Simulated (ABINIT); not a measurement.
# A GW chain in ABINIT: MoS2 (P6_3/mmc), part 2 of 3

How does a plane-wave GW calculation on MoS2 (P6_3/mmc) run from the first input to the gap?

ABINIT 10.8.3; PBEsol and many-body steps on it, plane waves. Known limits of the many-body steps: not at the basis limit; no spin-orbit coupling; coarse k mesh.

So far. Step 2 (Ground state): The gap is indirect, with the least direct gap 0.81 eV higher.

The database entry behind the starting cell differs from later determinations by our own check (about 0.3 % long), so it need not match the best structure at ambient conditions.

### 3. Bands along the symmetry lines

Level of this step: DFT, PBEsol, plane waves, norm-conserving pseudopotentials (ABINIT).

The cheap functional maps the bands first; the places of the edges decide which points the dearer methods must see.

Input file run.abi:

```
acell 3*1.0 Angstrom
rprim 
  3.169000000004 -0.000000000001 0.000000000000
  -1.584500000001 2.744434504597 0.000000000000
  0.000000000000 0.000000000000 12.324000000000
ntypat 2
znucl 42 16
natom 6
typat 1 1 2 2 2 2
xred 
  0.333333333333 0.666666666667 0.250000000000
  0.666666666667 0.333333333333 0.750000000000
  0.333333333333 0.666666666667 0.623000000000
  0.666666666667 0.333333333333 0.123000000000
  0.333333333333 0.666666666667 0.877000000000
  0.666666666667 0.333333333333 0.377000000000
pp_dirpath "pseudos"
pseudos "Mo.upf, S.upf"
ecut 36
iscf -2
irdden 1
kptopt 0
nkpt 75
kpt 
  0.00000000 0.00000000 0.00000000
  0.06250000 0.00000000 0.00000000
  0.12500000 0.00000000 0.00000000
  0.18750000 0.00000000 0.00000000
  0.25000000 0.00000000 0.00000000
  0.31250000 0.00000000 0.00000000
  0.37500000 0.00000000 0.00000000
  0.43750000 0.00000000 0.00000000
  0.50000000 0.00000000 0.00000000
  0.47916667 0.04166667 0.00000000
  0.45833333 0.08333333 0.00000000
  0.43750000 0.12500000 0.00000000
  0.41666666 0.16666666 0.00000000
  0.39583333 0.20833333 0.00000000
  0.37500000 0.25000000 0.00000000
  0.35416666 0.29166666 0.00000000
  0.33333333 0.33333333 0.00000000
  0.29166666 0.29166666 0.00000000
  0.25000000 0.25000000 0.00000000
  0.20833333 0.20833333 0.00000000
  0.16666666 0.16666666 0.00000000
  0.12500000 0.12500000 0.00000000
  0.08333333 0.08333333 0.00000000
  0.04166667 0.04166667 0.00000000
  0.00000000 0.00000000 0.00000000
  0.00000000 0.00000000 0.06250000
  0.00000000 0.00000000 0.12500000
  0.00000000 0.00000000 0.18750000
  0.00000000 0.00000000 0.25000000
  0.00000000 0.00000000 0.31250000
  0.00000000 0.00000000 0.37500000
  0.00000000 0.00000000 0.43750000
  0.00000000 0.00000000 0.50000000
  0.06250000 0.00000000 0.50000000
  0.12500000 0.00000000 0.50000000
  0.18750000 0.00000000 0.50000000
  0.25000000 0.00000000 0.50000000
  0.31250000 0.00000000 0.50000000
  0.37500000 0.00000000 0.50000000
  0.43750000 0.00000000 0.50000000
  0.50000000 0.00000000 0.50000000
  0.47916667 0.04166667 0.50000000
  0.45833333 0.08333333 0.50000000
  0.43750000 0.12500000 0.50000000
  0.41666666 0.16666666 0.50000000
  0.39583333 0.20833333 0.50000000
  0.37500000 0.25000000 0.50000000
  0.35416666 0.29166666 0.50000000
  0.33333333 0.33333333 0.50000000
  0.29166666 0.29166666 0.50000000
  0.25000000 0.25000000 0.50000000
  0.20833333 0.20833333 0.50000000
  0.16666666 0.16666666 0.50000000
  0.12500000 0.12500000 0.50000000
  0.08333333 0.08333333 0.50000000
  0.04166667 0.04166667 0.50000000
  0.00000000 0.00000000 0.50000000
  0.50000000 0.00000000 0.50000000
  0.50000000 0.00000000 0.43750000
  0.50000000 0.00000000 0.37500000
  0.50000000 0.00000000 0.31250000
  0.50000000 0.00000000 0.25000000
  0.50000000 0.00000000 0.18750000
  0.50000000 0.00000000 0.12500000
  0.50000000 0.00000000 0.06250000
  0.50000000 0.00000000 0.00000000
  0.33333333 0.33333333 0.50000000
  0.33333333 0.33333333 0.43750000
  0.33333333 0.33333333 0.37500000
  0.33333333 0.33333333 0.31250000
  0.33333333 0.33333333 0.25000000
  0.33333333 0.33333333 0.18750000
  0.33333333 0.33333333 0.12500000
  0.33333333 0.33333333 0.06250000
  0.33333333 0.33333333 0.00000000
istwfk *1
nband 38
nbdbuf 7
tolwfr 1e-07
nstep 50
prtwf 0
prtvol 0
indata_prefix "in"
outdata_prefix "out"
tmpdata_prefix "tmp"
```

On the command line:

```
> OMP_NUM_THREADS=1 mpirun -n 4 abinit run.abi > log
```

Numbers of over 12 decimals in the logs are rounded to 6 here.

The program printed:

```text
.Version 10.8.3 of ABINIT. v10.8.2 released Aug 2026.

 Symmetries : space group P6_3/m m c (#194); Bravais hP (primitive hexag.)
[... echo of the input left out ...]
== DATASET  1 ==================================================================
-   mpi_nproc: 4, omp_nthreads: 1 (-1 if OMP is not activated)

--- !DatasetInfo
iteration_state: {dtset: 1, }
dimensions: {natom: 6, nkpt: 75, mband: 38, nsppol: 1, nspinor: 1, nspden: 1, mpw: 7496, }
cutoff_energies: {ecut:  36.0, pawecutdg:  -1.0, }
electrons: {nelect:   5.20000000E+01, charge:   0.00000000E+00, occopt:   1.00000000E+00, tsmear:   1.00000000E-02, }

 Real(R)+Recip(G) space primitive vectors, cartesian coordinates (Bohr,Bohr^-1):
 R(1)=  5.9885421  0.0000000  0.0000000  G(1)=  0.1669856  0.0964092  0.0000000
 R(2)= -2.9942710  5.1862296  0.0000000  G(2)=  0.0000000  0.1928183  0.0000000
 R(3)=  0.0000000  0.0000000 23.2889848  G(3)=  0.0000000  0.0000000  0.0429388
 Unit cell volume ucvol=  7.2330822E+02 bohr^3
 Angles (23,13,12)=  9.00000000E+01  9.00000000E+01  1.20000000E+02 degrees

 getcut: wavevector=  0.0000  0.0000  0.0000  ngfft=  36  36 128
         ecut(hartree)=     36.000   => boxcut(ratio)=   2.03490

--- Pseudopotential description ------------------------------------------------
- Mo Generated using ONCVPSP code by D. R. Hamann
- 42.00000  14.00000  180301                  znucl, zion, pspdat
12 -116133 2 -1 1640                          pspcod,pspxc,lmax,lloc,mmax
     nproj     2     2     2
  pspatm : epsatm=   15.94988793
         --- l  ekb(1:nproj) -->
             0   13.816922    1.348814
             1    7.998851    1.130086
             2    2.759390    0.956378
 pspatm: atomic psp has been read  and splines computed

- S Generated using ONCVPSP code by D. R. Hamann
- 16.00000   6.00000  180301                  znucl, zion, pspdat
12 -116133 2 -1 1146                          pspcod,pspxc,lmax,lloc,mmax
     nproj     2     2     2
  pspatm : epsatm=    8.71840686
         --- l  ekb(1:nproj) -->
[...]
pspatm: atomic psp has been read  and splines computed

--------------------------------------------------------------------------------

================================================================================
 prteigrs : about to open file out_EIG
 Non-SCF case, kpt    1 (  0.00000  0.00000  0.00000), residuals and eigenvalues=
  5.59E-08  8.18E-08  7.05E-08  5.85E-08  2.71E-08  5.30E-08  2.71E-08  3.28E-08
  3.76E-08  5.29E-08  8.77E-08  5.14E-08  5.45E-08  3.20E-08  3.92E-08  1.97E-08
  4.14E-08  3.39E-08  4.74E-08  5.32E-08  3.80E-08  3.63E-08  7.57E-08  5.41E-08
[...]
5.71E-08  5.17E-08  2.61E-07  2.68E-07  7.57E-05  7.40E-05
 -1.9492E+00 -1.9492E+00 -1.0005E+00 -1.0005E+00 -9.9182E-01 -9.9182E-01
 -9.9182E-01 -9.9182E-01 -2.4099E-01 -2.3091E-01 -1.9606E-01 -1.7942E-01
[...]
6.0108E-01  6.2001E-01
[...]
5.6433E-01  5.8452E-01
 Non-SCF case, kpt   75 (  0.33333  0.33333  0.00000), residuals and eigenvalues=
[...]
5.6404E-01  5.8533E-01

--- !ResultsGS
iteration_state: {dtset: 1, }
comment   : Summary of ground state results
lattice_vectors:
- [  5.9885421,  -0.0000000,   0.0000000, ]
- [ -2.9942710,   5.1862296,   0.0000000, ]
- [  0.0000000,   0.0000000,  23.2889848, ]
lattice_lengths: [   5.98854,    5.98854,   23.28898, ]
lattice_angles: [ 90.000,  90.000, 120.000, ] # degrees, (23, 13, 12)
lattice_volume:   7.2330822E+02
convergence: {deltae:  0.000E+00, res2:  0.000E+00, residm:  9.983E-08, diffor:  0.000E+00, }
etotal    :  -1.84832675E+02
entropy   :   0.00000000E+00
fermie    :   3.08644635E-01
cartesian_stress_tensor: null
pressure_GPa: null
xred      :
- [  3.3333E-01,   6.6667E-01,   2.5000E-01, Mo]
- [  6.6667E-01,   3.3333E-01,   7.5000E-01, Mo]
- [  3.3333E-01,   6.6667E-01,   6.2300E-01,  S]
- [  6.6667E-01,   3.3333E-01,   1.2300E-01,  S]
- [  3.3333E-01,   6.6667E-01,   8.7700E-01,  S]
- [  6.6667E-01,   3.3333E-01,   3.7700E-01,  S]
cartesian_forces: null
force_length_stats: {min: null, max: null, mean: null, }

 Integrated electronic density in atomic spheres:
 ------------------------------------------------
 Atom  Sphere_radius  Integrated_density
[...]
================================================================================

 ----iterations are completed or convergence reached----

 Mean square residual over all n,k,spin=   53.172E-09; max=  99.833E-09
 reduced coordinates (array xred) for    6 atoms
[...]
0.333333333333      0.666666666667      0.877000000000
       0.666666666667      0.333333333333      0.377000000000

 cartesian coordinates (angstrom) at end:
    1      6.7e-13     1.829623     3.081000
    2      1.584500     0.914812     9.243000
    3      6.7e-13     1.829623     7.677852
    4      1.584500     0.914812     1.515852
    5      6.7e-13     1.829623    10.808148
    6      1.584500     0.914812     4.646148
 length scales=  1.889726125908  1.889726125908  1.889726125908 bohr
              =  1.000000000000  1.000000000000  1.000000000000 angstroms
 prteigrs : about to open file out_EIG
 Eigenvalues (hartree) for nkpt=  75  k points:
 kpt#   1, nband= 38, wtk=  1.00000, kpt=  0.0000  0.0000  0.0000 (reduced coord)
[...]
kpt#   2, nband= 38, wtk=  1.00000, kpt=  0.0625  0.0000  0.0000 (reduced coord)
[...]
kpt#   3, nband= 38, wtk=  1.00000, kpt=  0.1250  0.0000  0.0000 (reduced coord)
[...]
kpt#  74, nband= 38, wtk=  1.00000, kpt=  0.3333  0.3333  0.0625 (reduced coord)
[...]
0.46322    0.46322    0.51743    0.56433    0.56433    0.58452
 kpt#  75, nband= 38, wtk=  1.00000, kpt=  0.3333  0.3333  0.0000 (reduced coord)
[...]
0.12633    0.13630    0.15411    0.15411    0.16837    0.16837    0.20980    0.20980
   0.27974    0.28604    0.34675    0.34675    0.37393    0.41258    0.41258    0.41317
   0.46330    0.46330    0.51675    0.56404    0.56404    0.58533

== END DATASET(S) ==============================================================
================================================================================

 -outvars: echo values of variables after computation  --------
            nband          38
             nkpt          75
          spgroup         194
 [... the other variables as echoed above ...]

 Calculation completed.
```

Run time: 78 s. Hardware: 4 MPI ranks of Arm Neoverse V2, shared host; peak memory 0.62 GiB; 5.2 min of CPU time.

This step gave:

```
gap                        : 0.8460 eV
k of the valence top       : 0, 0, 0
k of the conduction bottom : 0.1667, 0.1667, 0
least direct gap           : 1.652 eV
```

The gap is 0.846 eV, as in the run before at this level.

The electronic bands at the labelled points (eV, zero at the top of the highest filled band):

```tsv
point	band 23	band 24	band 25	band 26	band 27	band 28	band 29	band 30
Γ	-2.13	-1.18	-1.17	0.00	2.09	2.09	2.12	2.12
halfway	-2.31	-1.60	-1.51	-1.38	1.18	1.59	1.81	2.03
M	-1.73	-1.52	-1.43	-1.30	1.60	1.64	1.98	2.25
halfway	-2.78	-2.34	-1.11	-0.92	1.44	1.55	2.28	2.36
K	-2.69	-2.69	-0.79	-0.61	1.04	1.04	1.78	2.83
halfway	-1.80	-1.58	-1.50	-1.47	0.85	1.62	1.70	1.76
Γ	-2.13	-1.18	-1.17	0.00	2.09	2.09	2.12	2.12
halfway	-2.14	-1.86	-0.64	-0.06	2.10	2.10	2.11	2.11
A	-2.16	-2.16	-0.27	-0.27	2.10	2.10	2.10	2.10
halfway	-2.06	-2.06	-1.39	-1.39	1.53	1.53	1.69	1.69
L	-1.62	-1.62	-1.36	-1.36	1.62	1.62	2.13	2.13
halfway	-2.60	-2.60	-1.00	-1.00	1.50	1.50	2.32	2.32
H	-2.87	-2.87	-0.71	-0.71	1.04	1.04	2.25	2.25
halfway	-1.75	-1.75	-1.48	-1.48	1.19	1.19	1.81	1.81
A	-2.16	-2.16	-0.27	-0.27	2.10	2.10	2.10	2.10
jump to L	-1.62	-1.62	-1.36	-1.36	1.62	1.62	2.13	2.13
halfway	-1.70	-1.55	-1.41	-1.32	1.60	1.63	2.03	2.22
M	-1.73	-1.52	-1.43	-1.30	1.60	1.64	1.98	2.25
jump to H	-2.87	-2.87	-0.71	-0.71	1.04	1.04	2.25	2.25
halfway	-2.77	-2.77	-0.77	-0.65	1.04	1.04	1.91	2.65
K	-2.69	-2.69	-0.79	-0.61	1.04	1.04	1.78	2.83
```

### 4. Empty states on the mesh, 3×3×1 mesh, 383 bands

The sums over transitions need many empty states on a uniform mesh; this step solves for them.

Input file run.abi:

```
acell 3*1.0 Angstrom
rprim 
  3.169000000004 -0.000000000001 0.000000000000
  -1.584500000001 2.744434504597 0.000000000000
  0.000000000000 0.000000000000 12.324000000000
ntypat 2
znucl 42 16
natom 6
typat 1 1 2 2 2 2
xred 
  0.333333333333 0.666666666667 0.250000000000
  0.666666666667 0.333333333333 0.750000000000
  0.333333333333 0.666666666667 0.623000000000
  0.666666666667 0.333333333333 0.123000000000
  0.333333333333 0.666666666667 0.877000000000
  0.666666666667 0.333333333333 0.377000000000
pp_dirpath "pseudos"
pseudos "Mo.upf, S.upf"
ecut 36
ngkpt 3 3 1
nshiftk 1
shiftk 0 0 0
kptopt 1
chksymbreak 0
iscf -2
irdden 1
istwfk *1
nband 383
nbdbuf 34
tolwfr 1e-09
nstep 60
prtvol 0
indata_prefix "in"
outdata_prefix "out"
tmpdata_prefix "tmp"
```

On the command line:

```
> OMP_NUM_THREADS=1 mpirun -n 3 abinit run.abi > log
```

The program printed:

```text
.Version 10.8.3 of ABINIT. v10.8.2 released Aug 2026.

 Symmetries : space group P6_3/m m c (#194); Bravais hP (primitive hexag.)
[... echo of the input left out ...]
== DATASET  1 ==================================================================
-   mpi_nproc: 3, omp_nthreads: 1 (-1 if OMP is not activated)

--- !DatasetInfo
iteration_state: {dtset: 1, }
dimensions: {natom: 6, nkpt: 3, mband: 383, nsppol: 1, nspinor: 1, nspden: 1, mpw: 7476, }
cutoff_energies: {ecut:  36.0, pawecutdg:  -1.0, }
electrons: {nelect:   5.20000000E+01, charge:   0.00000000E+00, occopt:   1.00000000E+00, tsmear:   1.00000000E-02, }

 Real(R)+Recip(G) space primitive vectors, cartesian coordinates (Bohr,Bohr^-1):
 R(1)=  5.9885421  0.0000000  0.0000000  G(1)=  0.1669856  0.0964092  0.0000000
 R(2)= -2.9942710  5.1862296  0.0000000  G(2)=  0.0000000  0.1928183  0.0000000
 R(3)=  0.0000000  0.0000000 23.2889848  G(3)=  0.0000000  0.0000000  0.0429388
 Unit cell volume ucvol=  7.2330822E+02 bohr^3
 Angles (23,13,12)=  9.00000000E+01  9.00000000E+01  1.20000000E+02 degrees

 getcut: wavevector=  0.0000  0.0000  0.0000  ngfft=  36  36 128
         ecut(hartree)=     36.000   => boxcut(ratio)=   2.03490

--- Pseudopotential description ------------------------------------------------
- Mo Generated using ONCVPSP code by D. R. Hamann
- 42.00000  14.00000  180301                  znucl, zion, pspdat
12 -116133 2 -1 1640                          pspcod,pspxc,lmax,lloc,mmax
     nproj     2     2     2
  pspatm : epsatm=   15.94988793
         --- l  ekb(1:nproj) -->
             0   13.816922    1.348814
             1    7.998851    1.130086
             2    2.759390    0.956378
 pspatm: atomic psp has been read  and splines computed

- S Generated using ONCVPSP code by D. R. Hamann
- 16.00000   6.00000  180301                  znucl, zion, pspdat
12 -116133 2 -1 1146                          pspcod,pspxc,lmax,lloc,mmax
     nproj     2     2     2
  pspatm : epsatm=    8.71840686
         --- l  ekb(1:nproj) -->
[...]
pspatm: atomic psp has been read  and splines computed

--------------------------------------------------------------------------------

================================================================================
 prteigrs : about to open file out_EIG
 Non-SCF case, kpt    1 (  0.00000  0.00000  0.00000), residuals and eigenvalues=
  1.75E-10  1.75E-10  9.46E-10  7.87E-10  6.71E-11  8.35E-10  7.35E-11  9.05E-10
  7.34E-11  6.87E-11  7.56E-11  1.05E-10  1.15E-10  1.43E-10  1.51E-10  1.72E-10
  3.35E-10  1.91E-10  2.73E-10  1.94E-10  2.61E-10  1.91E-10  2.72E-10  2.55E-10
[...]
2.36E-04  1.61E-04  1.02E-03  1.69E-03  3.69E-04  6.35E-04  3.50E-03
 -1.9492E+00 -1.9492E+00 -1.0005E+00 -1.0005E+00 -9.9182E-01 -9.9182E-01
 -9.9182E-01 -9.9182E-01 -2.4099E-01 -2.3091E-01 -1.9606E-01 -1.7942E-01
  5.4561E-02  9.3239E-02  1.7893E-01  1.8792E-01  1.8792E-01  1.8840E-01
[...]
4.5119E+00  4.5621E+00  4.5621E+00  4.5798E+00  4.5799E+00  4.5976E+00
  4.5977E+00  4.6109E+00  4.6111E+00  4.6369E+00  4.6381E+00  4.6406E+00
  4.6414E+00  4.6441E+00  4.6736E+00  4.6755E+00  4.6868E+00
 prteigrs : prtvol=0 or 1, do not print more k-points.

--- !ResultsGS
iteration_state: {dtset: 1, }
comment   : Summary of ground state results
lattice_vectors:
- [  5.9885421,  -0.0000000,   0.0000000, ]
- [ -2.9942710,   5.1862296,   0.0000000, ]
- [  0.0000000,   0.0000000,  23.2889848, ]
lattice_lengths: [   5.98854,    5.98854,   23.28898, ]
lattice_angles: [ 90.000,  90.000, 120.000, ] # degrees, (23, 13, 12)
lattice_volume:   7.2330822E+02
convergence: {deltae:  0.000E+00, res2:  0.000E+00, residm:  9.946E-10, diffor:  0.000E+00, }
etotal    :  -1.84832675E+02
entropy   :   0.00000000E+00
fermie    :   3.08644635E-01
cartesian_stress_tensor: null
pressure_GPa: null
xred      :
- [  3.3333E-01,   6.6667E-01,   2.5000E-01, Mo]
- [  6.6667E-01,   3.3333E-01,   7.5000E-01, Mo]
- [  3.3333E-01,   6.6667E-01,   6.2300E-01,  S]
- [  6.6667E-01,   3.3333E-01,   1.2300E-01,  S]
- [  3.3333E-01,   6.6667E-01,   8.7700E-01,  S]
- [  6.6667E-01,   3.3333E-01,   3.7700E-01,  S]
cartesian_forces: null
force_length_stats: {min: null, max: null, mean: null, }

 Integrated electronic density in atomic spheres:
 ------------------------------------------------
 Atom  Sphere_radius  Integrated_density
[...]
================================================================================

 ----iterations are completed or convergence reached----

 Mean square residual over all n,k,spin=   36.584E-11; max=  99.459E-11
 reduced coordinates (array xred) for    6 atoms
[...]
0.333333333333      0.666666666667      0.877000000000
       0.666666666667      0.333333333333      0.377000000000

 cartesian coordinates (angstrom) at end:
    1      6.7e-13     1.829623     3.081000
    2      1.584500     0.914812     9.243000
    3      6.7e-13     1.829623     7.677852
    4      1.584500     0.914812     1.515852
    5      6.7e-13     1.829623    10.808148
    6      1.584500     0.914812     4.646148
 length scales=  1.889726125908  1.889726125908  1.889726125908 bohr
              =  1.000000000000  1.000000000000  1.000000000000 angstroms
 prteigrs : about to open file out_EIG
 Eigenvalues (hartree) for nkpt=   3  k points:
 kpt#   1, nband=383, wtk=  0.11111, kpt=  0.0000  0.0000  0.0000 (reduced coord)
[...]
4.44864    4.45114    4.45114    4.45331    4.45331    4.47666    4.51190    4.56205
   4.56206    4.57983    4.57986    4.59760    4.59770    4.61090    4.61106    4.63689
   4.63807    4.64062    4.64136    4.64409    4.67358    4.67551    4.68683
 prteigrs : prtvol=0 or 1, do not print more k-points.

== END DATASET(S) ==============================================================
================================================================================

 -outvars: echo values of variables after computation  --------
            nband         383
             nkpt           3
          spgroup         194
 [... the other variables as echoed above ...]

 Calculation completed.
```

It took 2.5 min on 3 MPI ranks; peak memory 0.41 GiB; 7.4 min of CPU time.

Numbers from this step:

* gap: 1.037 eV
* k of the valence top: 0, 0, 0
* k of the conduction bottom: 0.3333, 0.3333, 0
* least direct gap: 1.652 eV
* k points computed: 3
* lowest point of the top converged band, above the valence top: 106.9764 eV

On this mesh the gap is 1.037 eV. The earlier step found 0.846 eV, so this mesh misses an edge.

[end of part 2 of 3]

[Paths, hosts, dates, memory and timing lines, banners, echoed tables and standing remarks are left out of the program output.]

[Logs are printed without paths, hosts, clocks, repeated set-up lines and the standing remarks that a program may print on its own settings, such as how far it seeks lower states.]

[Runs of the session that timed out or met a known fault of the program may be left out.]

[Hosts, paths, dates, database ids (printed as entryN), source tags and the programs' standing remarks are cut or masked in the printed files.]

[G0W0 gaps are taken among the corrected bands and points alone; a level outside them can change the order at an edge.]

[Where Ansatz stands beside ABINIT at settings called matched, ABINIT's density can come from a denser mesh and the files from another edition; pairs whose starting gaps differed by over 0.03 eV were left out, so agreement reads better than it is.]
